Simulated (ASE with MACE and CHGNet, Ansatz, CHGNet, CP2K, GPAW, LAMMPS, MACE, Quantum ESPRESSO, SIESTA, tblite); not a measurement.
# Glassy 67P2O5-33MgO (mol %) (80 atoms) in machine-learned potentials

How do the settings of machine-learned potentials change the result for glassy 67P2O5-33MgO (mol %) (80 atoms)? A plane-wave run serves as the yardstick.

Main program and level: ASE with MACE and CHGNet; the method is named at each step.

**1. Starting point**

The cell holds 80 atoms: 20 P, 5 Mg and 55 O. Its edges and angles: a = 10.514 Å, b = 10.514 Å, c = 10.514 Å, α = 90.0°, β = 90.0°, γ = 90.0°. 80 atoms (20 P, 5 Mg, 55 O) placed at random at 2.32 g/cm³, melted at 4000 K for 10 ps at fixed volume with the Morse and Coulomb pair potential with partial charges (Pedone, Malavasi, Menziani, Cormack and Segre, J. Phys. Chem. B 110, 11780 (2006)). Quenched from 4000 K to 300 K at 25 K/ps and fixed volume, held 5 ps.

The yardstick, on the same geometry:

| Property | Result |
| --- | --- |
| method | Kohn-Sham DFT, PBE, PAW, plane waves (Ansatz 0.2.0); cutoff 420 eV, Γ point, fermi-dirac smearing of 0.05 eV; PAW set soft_2 |
| r.m.s. force component | 1.485 eV/Å |
| longest force | 6.704 eV/Å |
| pressure | 1.683 GPa |
| gap (highest filled to lowest empty level) | 1.151 eV |
| SCF cycles | 11 |
| time | 14 s on 4 threads of Arm Neoverse V2, shared host |
| CPU time | 51 s |

**2. MACE MP-0b2 small potential**

Method: machine-learned interatomic potential MACE MP-0b2 small, trained on PBE(+U) plane-wave data.

Contents of run.py:

```python
import numpy as np
from ase.io import read
import mlip  # loads the published weights by name

atoms = read("structure.xyz")
atoms.calc = mlip.calc("mace-mp-0b2-small")
energy = atoms.get_potential_energy()
forces = atoms.get_forces()
print(f"energy {energy:.6f} eV")
print("forces (eV/A)")
for i, (a, f) in enumerate(zip(atoms, forces)):
    print(f"{i:4d} {a.symbol:2s} {f[0]:10.5f} {f[1]:10.5f} {f[2]:10.5f}")
stress = -atoms.get_stress(voigt=False) * 160.21766
print("stress (GPa, compression positive)")
for row in stress:
    print(" ".join(f"{x:10.4f}" for x in row))
```

Contents of structure.xyz:

```xyz
80
Lattice="10.51380 0.00000 0.00000 0.00000 10.51380 0.00000 0.00000 0.00000 10.51380" Properties=species:S:1:pos:R:3 pbc="T T T"
P 0.83259 0.79221 5.96322
P 6.05658 4.80712 0.91302
P 5.56317 3.67279 6.15604
P 0.46092 5.77975 7.26230
P 6.74965 3.06961 8.97900
P 5.48105 10.43968 2.40251
P 4.19185 7.20826 0.60097
P 2.03947 3.84532 2.89908
P 9.73021 3.95456 9.37253
P 2.11212 10.40267 8.60123
P 10.41255 8.97921 10.31425
P 6.21134 0.91449 5.20738
P 5.92558 6.47587 4.93549
P 10.37218 3.58121 5.12001
P 8.97889 5.56432 1.43398
P 3.17874 6.66060 3.44832
P 7.95716 8.42671 8.43385
P 8.66873 9.66586 5.71131
P 10.00767 0.85309 1.71848
P 3.22490 5.65401 8.67935
Mg 2.26352 2.81349 10.20375
Mg 7.94633 8.11466 2.84030
Mg 5.54929 10.35273 9.84744
Mg 4.82678 8.82770 7.22077
Mg 2.46612 0.71178 3.12775
O 6.57533 9.02158 8.58410
O 0.10924 7.17010 7.07379
O 2.94176 2.68459 3.18757
O 1.65540 0.51423 4.79934
O 2.23965 7.61883 4.08903
O 6.17444 3.53958 7.61840
O 3.37093 4.26398 9.28715
O 1.82814 3.91502 1.40244
O 9.11504 8.83727 9.45432
O 4.46447 6.45453 4.27964
O 6.06057 0.68119 3.70874
O 9.98306 9.90137 0.96695
O 9.56262 0.70306 3.11293
O 1.47677 0.41519 7.29595
O 3.66437 7.08146 2.03137
O 5.74779 0.63430 1.12182
O 5.99655 7.70525 5.84893
O 6.86593 6.60309 3.77487
O 3.14678 9.33941 8.21107
O 5.20233 0.15729 6.09716
O 8.73087 7.05245 1.38561
O 10.02344 10.43694 5.94040
O 8.44290 9.03482 7.10743
O 4.55973 8.57852 0.13699
O 8.29675 3.41394 8.96901
O 5.35121 6.16077 0.62294
O 0.26915 2.92431 9.39408
O 0.98188 1.01542 1.78514
O 0.34170 2.27971 5.95386
O 4.04340 10.20890 2.77259
O 6.10368 2.41512 5.48169
[... 20 atom lines left out ...]
O 0.37292 4.79976 6.00611
O 6.30860 9.12829 2.36855
O 9.21724 1.89995 1.00018
O 9.66618 5.19298 2.70835
```

The run is started by

```sh
$ OMP_NUM_THREADS=1 python run.py > output.txt
```

Output:

```text
energy -549.767274 eV
forces (eV/A)
   0 P    -1.75570    0.34080   -1.85711
   1 P    -1.96212   -0.79363    2.31646
   2 P    -5.67432    2.32224    1.73680
   3 P     0.11154    0.32583   -0.53834
   4 P     0.09631   -1.70403    0.46366
   5 P     0.64000   -3.77452   -0.48059
   6 P     1.56278    1.17062   -2.77510
   7 P     0.81371   -2.19243   -2.49321
   8 P     0.45933    0.12590    1.09824
   9 P     2.15221   -2.49644    1.69230
  10 P     0.16846   -1.50412    0.50743
  11 P    -2.75888   -5.08010    1.96625
  12 P     0.63077    3.38740   -1.48709
  13 P    -1.35719    0.20181    0.71293
  14 P     1.36503    1.12560    2.45782
  15 P    -1.68085    1.94332    3.04600
  16 P    -0.07481   -4.99296    1.11888
  17 P     1.64478   -1.33461   -0.76451
  18 P     0.19204    1.23022   -0.42696
  19 P     3.92428   -2.77489   -0.63498
  20 Mg   -0.71019    0.72897    0.33415
  21 Mg   -0.92527   -0.32882    0.05062
  22 Mg    0.47989   -0.09661    0.69244
  23 Mg    0.71068   -0.61274   -0.77049
[...]
72 O    -0.35293   -0.58571    0.79316
  73 O     1.23142   -1.44793    0.70987
  74 O     0.17262    1.20498    0.07002
  75 O     0.00548   -0.78204    0.00053
  76 O     1.47039    0.52252   -0.21539
  77 O    -0.03461    0.62793    0.54712
  78 O    -0.27526   -0.10489   -0.88610
  79 O    -0.54211   -0.34994   -1.32646
stress (GPa, compression positive)
    1.6556    -0.1247     0.2445
   -0.1247    -0.1945    -0.5654
    0.2445    -0.5654     1.5330
```

The job ended after 6.4 s (1 thread of Arm Neoverse V2, shared host; peak memory 0.66 GiB).

Banners, paths, timers and routine set-up lines are dropped from the logs unmarked, and long logs keep their key lines alone; longer cuts are marked.

Compared with the plane-wave run:

| Item | Value |
| --- | --- |
| r.m.s. force component | 1.31 eV/Å |
| r.m.s. difference of force components | 339.1 meV/Å |
| longest difference of force vectors | 2474 meV/Å |
| force difference over r.m.s. force | 22.84 % |
| slope of forces against the reference's | 0.8629 |
| correlation of force components | 0.9783 |
| pressure | 0.998 GPa |
| pressure difference | -0.6853 GPa |

Length of the force difference by element (eV/Å):

```tsv
element	atoms	mean	most
Mg	5	0.42	0.82
O	55	0.34	1.5
P	20	0.74	2.5
```

Local excerpt of 9 atoms (numbers count through the whole input) about O65, which has 1 bonded neighbour where the commonest count for O is 2; x, y, z are measured from there.

```tsv
atom	x	y	z	distance (Å)	bonds	Fx	Fy	Fz (eV/Å)
O65	0.00	0.00	0.00	0.00	1	-0.19	0.75	-0.67
P20	-1.12	-0.46	0.88	1.49	4	3.92	-2.77	-0.63
O63	-0.92	0.46	2.11	2.35	2	-2.77	1.70	2.31
O58	-2.44	-0.41	0.08	2.48	2	-1.26	-0.02	-0.36
O32	-0.98	-1.85	1.48	2.56	2	-1.12	-0.56	0.04
Mg24	0.48	2.72	-0.58	2.82	4	0.71	-0.61	-0.77
O64	-0.28	-2.48	-1.60	2.97	1	1.91	-0.18	-0.25
O42	1.65	1.59	-1.95	3.01	2	-0.87	-1.21	0.50
O74	1.71	-1.08	-2.26	3.03	2	1.23	-1.45	0.71
```

Atoms are counted from 1 here, from 0 in the log.

Forces lie 23 % from the reference's, at 0.12 times its CPU time (on 1 against 4 cores).

**3. CHGNet 0.3.0 potential**

Method: machine-learned interatomic potential CHGNet 0.3.0, trained on PBE(+U) plane-wave data.

Edit run.py of step 2 so:

```diff
@@ -5,3 +5,3 @@
 atoms = read("structure.xyz")
-atoms.calc = mlip.calc("mace-mp-0b2-small")
+atoms.calc = mlip.calc("chgnet-0.3.0")
 energy = atoms.get_potential_energy()
```

structure.xyz is that of step 2.

Output:

```text
CHGNet v0.3.0 initialized with 412,525 parameters
CHGNet will run on cpu
energy -588.180603 eV
forces (eV/A)
   0 P    -1.72763    0.43199   -1.62537
   1 P    -2.31415   -0.99156    2.64192
   2 P    -6.08968    2.09988    1.91155
   3 P    -0.02291    0.48510   -0.72455
   4 P    -0.16888   -1.87772    0.45766
   5 P     0.56925   -4.32337   -0.42818
   6 P     1.70614    1.47263   -2.59448
   7 P     1.04498   -2.35987   -2.63861
   8 P     0.64661   -0.02029    1.17293
   9 P     2.40882   -2.49018    1.65190
  10 P     0.38223   -1.91186    0.73551
  11 P    -3.16989   -5.25638    2.32045
  12 P     0.86621    3.62531   -1.38495
  13 P    -1.92297    0.35299    0.83314
  14 P     1.38052    1.07341    2.69465
  15 P    -1.93208    2.41730    3.14294
  16 P    -0.07283   -5.21324    1.10910
  17 P     1.72702   -1.55643   -0.75881
  18 P    -0.05525    1.13079   -0.92342
  19 P     4.08121   -2.92355   -0.88862
  20 Mg   -0.51357    0.72265    0.26303
  21 Mg   -0.98532   -0.47080   -0.03940
  22 Mg    0.35761   -0.28722    0.75680
  23 Mg    0.72332   -0.51336   -0.75453
[...]
72 O    -0.27589   -0.58113    0.80922
  73 O     1.27617   -1.20199    0.59432
  74 O     0.18739    1.14255   -0.07703
  75 O     0.25819   -0.70919    0.08237
  76 O     1.54157    0.58705   -0.18420
  77 O    -0.08145    0.80339    0.45125
  78 O    -0.27204   -0.14925   -0.78224
  79 O    -0.56866   -0.50611   -1.26070
stress (GPa, compression positive)
    2.0186     0.0503     0.3489
    0.0503     0.3768    -0.5901
    0.3489    -0.5901     2.0909
```

It took 3.3 s on 1 thread; peak memory 0.97 GiB.

Against the reference:

| Property | Result |
| --- | --- |
| r.m.s. force component | 1.386 eV/Å |
| r.m.s. difference of force components | 369 meV/Å |
| longest difference of force vectors | 2748 meV/Å |
| force difference over r.m.s. force | 24.85 % |
| slope of forces against the reference's | 0.9048 |
| correlation of force components | 0.9693 |
| pressure | 1.495 GPa |
| pressure difference | -0.1879 GPa |

Against the first run (23 %), the force difference from the reference is 25 %, at 0.54 times the CPU time.

**4. MACE MPA-0 medium potential**

Method: machine-learned interatomic potential MACE MPA-0 medium, trained on PBE(+U) plane-wave data.

Edit run.py of step 3 so:

```diff
@@ -5,3 +5,3 @@
 atoms = read("structure.xyz")
-atoms.calc = mlip.calc("chgnet-0.3.0")
+atoms.calc = mlip.calc("mace-mpa-0-medium")
 energy = atoms.get_potential_energy()
```

structure.xyz is that of step 3.

Output:

```text
energy -548.460119 eV
forces (eV/A)
   0 P    -1.87303    0.64437   -2.03678
   1 P    -1.77549   -0.70452    2.72536
   2 P    -5.79912    2.55477    1.68429
   3 P     0.25150    0.25754   -0.73968
   4 P    -0.06891   -1.34957    0.65387
   5 P     0.74703   -4.02017   -0.45830
   6 P     1.50000    0.59088   -2.63642
   7 P     0.87857   -2.27998   -2.65411
   8 P     0.47432    0.24315    1.47659
   9 P     1.78876   -2.73628    2.02760
  10 P    -0.22665   -1.56914    1.22358
  11 P    -2.66162   -4.96784    1.53639
  12 P     0.77891    3.33649   -1.77778
  13 P    -1.60069    0.42086    0.44455
  14 P     1.11482    1.27639    2.93054
  15 P    -1.62860    1.90247    3.02594
  16 P     0.28056   -5.39061    1.44236
  17 P     1.47907   -1.51140   -0.95205
  18 P    -0.09769    1.33521   -0.48630
  19 P     4.01652   -2.67835   -0.73164
  20 Mg   -0.80940    0.84142    0.50887
  21 Mg   -0.91506   -0.57699   -0.00089
  22 Mg    0.50100   -0.22771    0.85477
  23 Mg    0.89826   -0.84220   -0.95739
[...]
72 O    -0.31697   -0.57964    0.87045
  73 O     1.20613   -1.75461    0.92151
  74 O     0.08126    1.26646   -0.10003
  75 O    -0.07850   -0.78525   -0.08283
  76 O     1.67609    0.73933    0.03181
  77 O    -0.06372    0.65755    0.52154
  78 O    -0.23856   -0.21015   -0.92214
  79 O    -0.51234   -0.50371   -1.35087
stress (GPa, compression positive)
    2.0785     0.0710     0.1447
    0.0710     0.1099    -0.8118
    0.1447    -0.8118     1.7010
```

Elapsed: 6.9 s, on 1 thread; peak memory 1 GiB.

Compared with the plane-wave run:

- r.m.s. force component: 1.379 eV/Å
- r.m.s. difference of force components: 242.7 meV/Å
- longest difference of force vectors: 2309 meV/Å
- force difference over r.m.s. force: 16.34 %
- slope of forces against the reference's: 0.9182
- correlation of force components: 0.9883
- pressure: 1.296 GPa
- pressure difference: -0.3868 GPa

Against the first run (23 %), the force difference from the reference is 16 %, at 1.2 times the CPU time.

**5. Side by side**

Differences are against the plane-wave reference, forces as r.m.s. over components; share is that over the reference's r.m.s. force, slope the least-squares factor from reference forces to these. Total energies of different programs have different zeros and aren't compared.

```tsv
run	Δ force, r.m.s. (meV/Å)	share (%)	slope	Δ pressure (GPa)	cores	CPU time	memory (GiB)
reference	-	-	-	-	4	51 s	1.3
MACE MP-0b2 small potential	339	22.8	0.863	-0.685	1	6 s	0.66
CHGNet 0.3.0 potential	369	24.9	0.905	-0.188	1	3.2 s	0.97
MACE MPA-0 medium potential	243	16.3	0.918	-0.387	1	6.9 s	1
```

Times of the machine-learned potentials are mostly Python's start and the loading of weights.

CPU time is summed over cores on a shared host, where runs went side by side, so it is rough. Symmetry, cutoffs, thresholds, outputs and thread counts weren't matched or tuned between programs; memory under MPI is the largest rank's times the ranks.

**6. Outcome**

- nearest in forces: MACE MPA-0 medium potential, 16 %
- its CPU time: 6.9 s

**Reading.** Machine-learned potentials differ by 16 % (MACE MPA-0 medium potential) to 25 % (CHGNet 0.3.0 potential); they were trained on other programs' data. Machine-learned potentials mimic data converged in k, so the reference's own k-point error enters their differences. The quench rate of 25 K/ps is many orders above laboratory rates, so the cell is likely richer in defects and strain than a real sample. The network of bonds at the start is that of the classical potential that made the cell, and needn't be the one that DFT or experiment would give. The electronic-structure runs sample only Γ, in a cell whose shortest periodic width is 11 Å.

[Also dropped from logs without a mark: logging warnings of Python, and SIESTA's first energy breakdown and zero terms.]

[Logs are printed without paths, hosts, clocks, repeated set-up lines and the standing remarks that a program may print on its own settings, such as how far it seeks lower states.]

[Hosts, paths, dates, database ids (printed as entryN), source tags and the programs' standing remarks are cut or masked in the printed files.]
